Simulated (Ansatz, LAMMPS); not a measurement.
# Static equation of state of glassy 68SiO2-15Al2O3-10K2O-8MnO (mol %) (129 atoms)

Density of this cell: 2.50 g/cm³. The cell holds 129 atoms: 27 Si, 12 Al, 8 K, 3 Mn and 79 O. Its edges and angles: a = 11.998 Å, b = 12.484 Å, c = 12.536 Å, α = 89.2°, β = 88.5°, γ = 92.0°. The starting structure: 129 atoms (27 Si, 12 Al, 8 K, 3 Mn, 79 O) placed at random at 2.54 g/cm³, melted at 4000 K for 10 ps at fixed volume with the Morse and Coulomb pair potential with partial charges (Pedone, Malavasi, Menziani, Cormack and Segre, J. Phys. Chem. B 110, 11780 (2006)). Quenched from 4000 K to 300 K at 50 K/ps and fixed volume, held 10 ps at zero pressure.

Calculated with Ansatz 0.2.0: Kohn-Sham DFT, RPBE, PAW (set soft_2), plane waves; cutoff 420 eV, Γ point, gaussian smearing of 0.05 eV, spin polarised, started with 3 parallel moments, ending at -15.0 μB in the cell. Cell and atoms were relaxed first, to V0 = 14.541 Å³ an atom at a residual P0 = 0.003 GPa. The cell was then scaled evenly, and the atoms were relaxed at each volume.

```
volume (Å³/atom)  pressure (GPa)
          13.087               ?
          13.668           3.611
          14.105           1.986
          14.977          -1.677
          15.413          -3.008
```

**Question.** Fit the third-order Birch–Murnaghan equation to the rows given and extrapolate to the withheld row.

**Working.**

Take the Eulerian strain f = ½[(V0/V)^(2/3) − 1] and the normalised pressure F = (P − P0) / [3f(1 + 2f)^(5/2)]. The third-order Birch–Murnaghan equation is then the line F = B0 + (3/2)B0(B′ − 4) f, so u = f and v = F.

| u = f | v = F (GPa) |
| --- | --- |
| 0.0210564 | 51.5224 |
| 0.0102571 | 61.2338 |
| -0.00975659 | 60.3111 |
| -0.0190505 | 58.0587 |

With n = 4: mean u = 6.2661e-4, mean v = 57.7815, Σ(u − ū)² = 0.0010051, Σ(u − ū)(v − v̄) = -0.12634. Slope b = -0.12634 / 0.0010051 = -125.70; intercept a = v̄ − b ū = 57.860.

So B0 = a = 57.9 GPa and B′ = 4 + 2b/(3a) = 2.55. At the withheld volume f = 0.03638, F = a + b f = 53.29 GPa, and P = P0 + 3f(1 + 2f)^(5/2) F.

Prediction at 13.087: 6.936 GPa. The run gave 5.928 GPa, so the fit is high by 1.0 GPa (17 % of the value).

The series isn't one smooth equation of state: even a line fitted to all rows, the withheld one included, misses F by up to 10.6 %, the count of bonds changes along the series and an atom moves over 0.5 Å in some relaxation. B0 and B′ are then only the numbers of this fit, not moduli of the material. Among the rows given, the largest miss of the fit is at 13.668, by 0.26 GPa (2.9 % of the range of the table).

Limits: Static cells at zero temperature; the cell shape is held. The program notes that the SCF threshold of these relaxations is loose for the stress. The quench rate of 50 K/ps is many orders above laboratory rates, so the cell is likely richer in defects and strain than a real sample. The network of bonds at the start is that of the classical potential that made the cell, and needn't be the one that DFT or experiment would give. Without a Hubbard term or exact exchange, open shells on Mn are likely too delocalised. Only the Γ point is sampled, in a cell whose shortest periodic width is 12 Å.

[Logs are printed without paths, hosts, clocks, repeated set-up lines and the standing remarks that a program may print on its own settings, such as how far it seeks lower states.]

[Hosts, paths, dates, database ids (printed as entryN), source tags and the programs' standing remarks are cut or masked in the printed files.]
